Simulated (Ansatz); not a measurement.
# Lattice dynamics of CoH (Fm-3m)

Aim: the phonons of CoH (Fm-3m) at a cell relaxed beforehand at this level.

Program: Ansatz 0.2.0. Level of theory: DFT PBEsol, scalar-relativistic, plane waves, norm-conserving pseudopotentials. Results are calculated unless marked as measured.

## (1) Starting point

The structure is cubic, space group Fm-3m (No. 225). The conventional cell has a = 3.650 Å, b = 3.650 Å, c = 3.650 Å, α = 90.00°, β = 90.00°, γ = 90.00°. Co has 6 H at 1.82 Å nearest. H has 6 Co at 1.82 Å nearest. Farther neighbours are not listed.

## (2) Zone-centre response

The cell comes from relaxations at this level that are not shown. The zone centre comes first: it holds the modes that light can see, as far as symmetry allows. No field response is asked, since the mesh shows no gap.

input.yaml reads:

```yaml
crystal:
  lattice:
    - [0.0, 1.8247842591, 1.8247842591]
    - [1.8247842591, 0.0, 1.8247842591]
    - [1.8247842591, 1.8247842591, 0.0]
  atoms:
    - { symbol: Co, position: [0.0, 0.0, 0.0], spin: 1.24 }
    - { symbol: H, position: [0.5, 0.5, 0.5] }
kpoints:
  mp_grid: { grid: [20, 20, 20] }
hamiltonian:
  xc: pbesol
  pseudopotentials: { kind: nc }
scf:
  occupations: { method: gaussian, width: 0.15 }
output:
  eigenvalues: true
  populations: true
magnetization:
  spin_polarized: true
phonons:
  method: dfpt
```

Run with:

```
$ ansatz run input.yaml --threads 4 --pin off --max-ram 7168MiB --backend cpu --events-out ev --progress --plain --runs-dir out
```

Numbers of over 12 decimals in the logs are rounded to 6 here.

Log:

```text
Engine: ansatz 0.2.0, aarch64-unknown-linux-gnu
Pseudopotentials: kind: nc
Pseudopotential: Co, nc, valence charge 17, recommended cutoff 1306.14654 eV (normal), Co.nc.azcp (PseudoDojo's, or run here from an input of PseudoDojo's: the run reads no file of this project's for it)
Pseudopotential: H, nc, valence charge 1, recommended cutoff 979.609905 eV (normal), H.nc.azcp (PseudoDojo's, or run here from an input of PseudoDojo's: the run reads no file of this project's for it)
Functional definition: PBEsol
  exchange = pbesol_x
  correlation = pbesol_c
Crystal: 2 atoms, lattice volume = 12.152 Å³
Basis set: ecut = 1306.14654 eV, 1291 PW (Γ), exchange–correlation on 64×64×64 points (8 copies of the dense FFT grid, shifted against one another)
Bands: 14, of which v1, the nominal top of the filled ones, is band 9 counted from 1 (8 counted from 0)
Symmetry: 48 space group operations
Space group: Fm-3m (ITA 225), of the structure as read, at distance tolerance 2.3e-5 Å
Magnetic group: BNS 225.116 (UNI 1618), of the structure as read, at distance tolerance 2.3e-5 Å
k-points: 256 of 8000
Non-local potential: Co, projectors of the file, l = 0: 2, l = 1: 2, l = 2: 2
Non-local potential: H, projectors of the file, l = 0: 2, l = 1: 1
Initial density: superposition of atomic densities (chi_scale 0.1, normalization cell)
Starting moments: Σ|m| = 1.24 μB on 1 of 2 sites
Initial wavefunctions: pseudopotential atomic-orbital guess
Functional: x = pbesol(κ = 0.804, μ = 0.123457), c = pbesol(β = 0.046)
SCF 1 converged in 9 iterations: F = -4174.447546 eV  dr2 = 5.59e-10
a single point of the input's cell can leave the moments in the input for a lower state (scf.lower_state_search): this run first made a single point of its cell. This run's own SCFs start from the density of the state that the single point found, with the moments in the input. The single point stayed on the moments in the input.
k-points: 641 of 8000 (irreducible under 8 space group operations, time reversal used)
Initial density: read from a saved state, or passed on in memory by an earlier SCF of this step, an earlier step, the calling program or the single point that the run made first
Stability of the state it starts from, as read at its close in the collinear treatment: not read negative (Ritz values of 1 − χ₀K, real part plus size of imaginary part, from 0.49 to 0.87, by its mixing steps under the symmetry group of the SCF that read it); its run was given moments
Starting moments: Σ|m| = 1.24 μB on 1 of 2 sites; this step starts from the density that it was given
iter 1 solved again at ethr=3.72e-9 eV; its pass at ethr=3.10e-3 eV (dr2=6.69e-7 eV) is discarded
SCF iter   1: F=—  HF=-4174.447546 eV  |F-HF|=—  |Δ(HF+E_count)|=         —  Δρ=2.73e-6 (↑2.73e-6 ↓2.45e-6)  dr2=7.21e-10  dr2_m=5.89e-11  M=1.136 μB ∫|m|=1.254 μB  β_m=0.30  ethr=3.72e-9  ⟨swp⟩=4.3  Hψ=163538  notcnv=0
preconditioner: auto → none  [metal: Δε(μ)=0.006 eV  Ē_g=14.106 eV  σ=0.150 eV  W_gap=0.02  n_scr=0 (ndim 8)  ℏωp=33.7 eV  f_vac=0.000  D(μ)=1.23/eV (n_scr^D=14)]
SCF iter   2: F=—  HF=-4174.447546 eV  |F-HF|=—  |Δ(HF+E_count)|=   3.10e-9  Δρ=1.21e-6 (↑8.70e-7 ↓1.21e-6)  dr2=9.41e-11  dr2_m=3.86e-11  M=1.136 μB ∫|m|=1.254 μB  β_m=0.37  ethr=4.00e-12  ⟨swp⟩=2.9  Hψ=33780  notcnv=0
SCF iter   3: F=—  HF=-4174.447546 eV  |F-HF|=—  |Δ(HF+E_count)|=  1.73e-11  Δρ=6.26e-7 (↑6.26e-7 ↓5.84e-7)  dr2=1.98e-11  dr2_m=2.16e-11  M=1.136 μB ∫|m|=1.254 μB  β_m=0.43  ethr=1.00e-12  ⟨swp⟩=1.0  Hψ=17957  notcnv=0
SCF iter   4: F=-4174.447546 eV  HF=-4174.447546 eV  |F-HF|=0.00e0  |Δ(HF+E_count)|=  2.73e-12  Δρ=3.52e-7 (↑2.48e-7 ↓3.52e-7)  dr2=8.06e-13  dr2_m=9.84e-12  M=1.136 μB ∫|m|=1.254 μB  ethr=1.00e-12  ⟨swp⟩=6.5  Hψ=84209  notcnv=0
SCF 2 converged in 4 iterations: F = -4174.447546 eV  dr2 = 8.06e-13
DFPT response loops at Γ: preconditioner auto → Kerker (q_TF=auto, 2.913 Å⁻¹) (partly filled bands, converged f_vac=0.000); β = 1.00, the filter's whole step (`scf.mixing.beta` (0.30) is not read by the response loops under this deck's `scf.mixing.preconditioner`; to damp them name `kerker` or `kerker_dos`, under which they read `scf.mixing.beta`, and type it under 1.00, their step now; both keys bind the ground state too); Broyden in place of MSR1
SCF converged after 4 iterations
Magnetization: 1.1361 μB (9.5681 up, 8.4319 down)
Absolute magnetization: 1.2538 μB (∫|ρ↑−ρ↓|)
Spin contamination: 0.0127 ħ² per cell (⟨S²⟩ above its minimum at these occupations)
Per-site moments (μB) at R_I (Å): [(1.123589, 0.752724), (-0.020195, 0.752724)]
Free energy (F): -4174.447546 eV
Harris-Foulkes:  -4174.447546 eV  (|F-HF|=0.00e0)
Internal energy: -4174.433763 eV  (E = F + TS)
E sigma→0 (E₀):  -4174.440654 eV
Entropy (-TS):   -0.013783 eV (-6.891 meV/atom)
Fermi energy:    18.706872 eV
--- Per-component energies (eV) ---
  E_band       = -236.594607
  E_kinetic    = 1863.346253
  E_local      = -3112.151374  (includes V_loc(G=0)·N_el)
  E_nonlocal   = -519.979335
  E_hartree    = 1058.565574
  E_xc         = -768.083457
  E_vxc        = -584.941252  (∫ρ·V_xc dr)
  E_ewald      = -2696.131424
  E_smearing   = -0.013783  (= −TS)
  E_closure    = 0.000000  (closes the sum)
  Σ components = -4174.447546   (vs F -4174.447546, Δ=0.00e0)
--- Band table (eV; the first three rows and the last of 1282) ---
  k-point 0 ↑: bands = [... 5 lower, 15.9728, 15.9728, 15.9728, 17.0979, 17.0979, 34.0208, 39.3605, 40.0717, ... 1 higher]
  k-point 1 ↑: bands = [... 5 lower, 15.9423, 15.9951, 15.9951, 17.0837, 17.0837, 33.5164, 39.0226, 40.0224, ... 1 higher]
  k-point 2 ↑: bands = [... 5 lower, 15.8528, 16.0542, 16.0542, 17.0497, 17.0497, 32.2807, 38.0122, 39.8982, ... 1 higher]
  k-point 640 ↓: bands = [... 5 lower, 16.0392, 16.0392, 17.8664, 19.4726, 22.9246, 24.7210, 24.7210, 27.4511, ... 1 higher]
--- Phonons (Γ-DFPT): 2 representative perturbations + reference, on 641 of 8000 k-points (Σ response iterations 6) ---
  k mesh reduced under 8 symmetry operations, with k and −k counted as one. Each operation leaves every solved perturbation unchanged. A smaller set is not used because it would not reduce the number of displacements times k-points to solve
  ASR residual: 9.585e-6 → 0.000e0 eV/Å²; symmetrization residual: 1.755e-7 eV/Å²
  ASR residual per site (eV/Å²): 9.58e-6 6.39e-6
  Γ frequencies (cm⁻¹): 0.00 0.00 0.00 748.47 748.47 748.47
  non-analytic LO–TO correction: not included (Born effective charges unavailable; polar crystals: no LO–TO splitting at Γ)
--- Löwdin populations: 2 sites ---
  site symbol       q [e]    m [muB]
     0     Co     16.5943     1.1823
     1      H      1.2092    -0.0069
  spilling = 0.010915 (of n_electrons = 18.000000)
```

It took 48 s on 4 threads of Arm Neoverse V2, shared host; peak memory 1.9 GiB; 3.1 min of CPU time.

Reading the cycles: dr2 is the Hartree energy of the density residual (eV), the measure of convergence; HF is the Harris–Foulkes estimate of the energy, which meets the free energy F at convergence.

This step gave:

```yaml
magnetization: 1.136 μB
absolute_magnetization: 1.254 μB
site_moments: 1.124, -0.02020 μB
volume_per_atom: 6.076 Å³
gap_on_the_k_mesh: 0 eV
sum_rule_residual_before_enforcement: 9.58e-6 eV/Å²
point_group: m-3m
highest_optical_mode_at_the_zone_centre_no_lo_to_term: 748.5 cm⁻¹
lowest_optical_zone_centre_mode: 748.5 cm⁻¹
```

Patterns of degenerate modes are one choice out of their space. Modes at Γ, with each element's share of the kinetic energy:

| mode | frequency (cm⁻¹) | symmetry | Co % | H % |
| --- | --- | --- | --- | --- |
| 1 | 0.0 | acoustic | 98 | 2 |
| 2 | 0.0 | acoustic | 98 | 2 |
| 3 | 0.0 | acoustic | 98 | 2 |
| 4 | 748.5 | T1u | 2 | 98 |
| 5 | 748.5 | T1u | 2 | 98 |
| 6 | 748.5 | T1u | 2 | 98 |

Displacements in mode 4 (748.5 cm⁻¹), the largest set to 1:
```
Co1  0.00  0.00 -0.02
H2   0.00  0.01  1.00
```

Before it was imposed, the acoustic sum rule was missed by 9.6e-6 eV/Å². Small misses are needed for a sound result but don't prove that mesh and cutoff are converged. The lowest optical mode is real, 748 cm⁻¹.

## (3) The dispersion

Stability and thermal properties need the whole zone. Linear response on a 4×4×4 q mesh gives force constants as far as a supercell of that size would.

Changes to input.yaml since step 2:

```diff
@@ -22 +22,8 @@
   method: dfpt
+  qmesh: [4, 4, 4]
+  temperatures: { t_max: 1000, t_step: 50 }
+  qpath:
+    path:
+      - [[0.0, 0.0, 0.0], [0.5, 0.0, 0.5], [0.625, 0.25, 0.625]]
+      - [[0.375, 0.375, 0.75], [0.0, 0.0, 0.0], [0.5, 0.5, 0.5], [0.5, 0.25, 0.75], [0.5, 0.0, 0.5]]
+    npoints: 10
```

Log:

```text
Engine: ansatz 0.2.0, aarch64-unknown-linux-gnu
Pseudopotentials: kind: nc
Pseudopotential: Co, nc, valence charge 17, recommended cutoff 1306.14654 eV (normal), Co.nc.azcp (PseudoDojo's, or run here from an input of PseudoDojo's: the run reads no file of this project's for it)
Pseudopotential: H, nc, valence charge 1, recommended cutoff 979.609905 eV (normal), H.nc.azcp (PseudoDojo's, or run here from an input of PseudoDojo's: the run reads no file of this project's for it)
Functional definition: PBEsol
  exchange = pbesol_x
  correlation = pbesol_c
Error: memory limit exceeded: the `cold-start seed` phase of `dfpt pair set` needs 10.51 GiB against the run's memory maximum of 7.00 GiB; largest carriers: wavefunctions 8.70 GiB, plane-wave basis 1.30 GiB, unmodelled-tail allowance 0.36 GiB, source scf state 0.14 GiB, source scf tables 0.01 GiB; this run sums exchange and correlation above basis.xc_grid: 1 (its plan line states the level, which a resume's fixed dec [...]
with nothing else changed it takes a maximum of at least 10.52 GiB, with nothing to spare, and 11.57 GiB leaves up to a tenth: --max-ram 11.57GiB where that set the maximum, else more of the term that did, and with no share typed, where 11.57 GiB is over 0.88 of the host's memory or its container's limit, a share of 0.88 or more that holds the maximum too (--max-ram-frac F), where one does; The budget is ten eleventh [...]
```

Run time: 29 s. Hardware: 4 threads; peak memory 1.6 GiB.

The program refused the input before any cycle.

The program's message: “memory limit exceeded: the `cold-start seed` phase of `dfpt pair set` needs 10.51 GiB against the run's memory maximum of 7.00 GiB; largest carriers: wavefunctions 8.70 GiB, plane-wave basis 1.30 GiB, …”

## (4) Isotope substitution

An isotope changes the mass and not the force constants, so no new electronic calculation is needed; the shifts show which modes move this element.

The same force constants with the mass of H changed from 1.008 to 2.014 u (phonopy, no LO-TO term). Both lists are sorted by frequency; levels can cross, so a row need not hold one and the same mode. Modes under 3 cm⁻¹ are left out. Isotope shifts, by row:

| q | rank | natural mass (cm⁻¹) | changed mass (cm⁻¹) |
| --- | --- | --- | --- |
| 0 0 0 | 4 | 748.5 | 533.9 |
| 0 0 0 | 5 | 748.5 | 533.9 |
| 0 0 0 | 6 | 748.5 | 533.9 |

A mode of this element alone would shift by -29.26 %. The highest zone-centre frequency without the field goes from 748.5 to 533.9 cm⁻¹ (-28.7 %). The product of the frequency ratios over all optical modes at Γ is 0.363; the product rule, (m/m′)^(3k/2) (M′/M)^(3/2) with k = 1 such atoms and M the mass of the cell, gives 0.363.

## (5) Results

- space group (within 0.01 Å): Fm-3m
- volume per atom: 6.08 Å³
- electronic character: no gap on this mesh
- highest optical mode at the zone centre (no LO-TO term): 748 cm⁻¹
- lowest optical zone-centre mode: 748 cm⁻¹
- imaginary modes at Γ (the only wavevector solved): none
- net magnetic moment of the cell as run: 1.14 μB

What this shows: The structure is stable against zone-centre distortions, since no mode there is imaginary; runs at other wavevectors are not part of this account. The optical modes at Γ form one degenerate level at 748 cm⁻¹. The dispersion is not part of this account. The highest mode in this list at Γ, 748.5 cm⁻¹, is mostly motion of H (98 % of the kinetic energy). The ferromagnetic order comes from parallel starting moments and need not be the ground state. With no gap, or one that is small against the smearing, the frequencies hang on the k mesh and the smearing, most of all near Kohn anomalies. These are harmonic frequencies at zero temperature: anharmonic shifts, linewidths and thermal expansion are left out.

[Logs are printed without paths, hosts, clocks, repeated set-up lines and the standing remarks that a program may print on its own settings, such as how far it seeks lower states.]

[Hosts, paths, dates, database ids (printed as entryN), source tags and the programs' standing remarks are cut or masked in the printed files.]
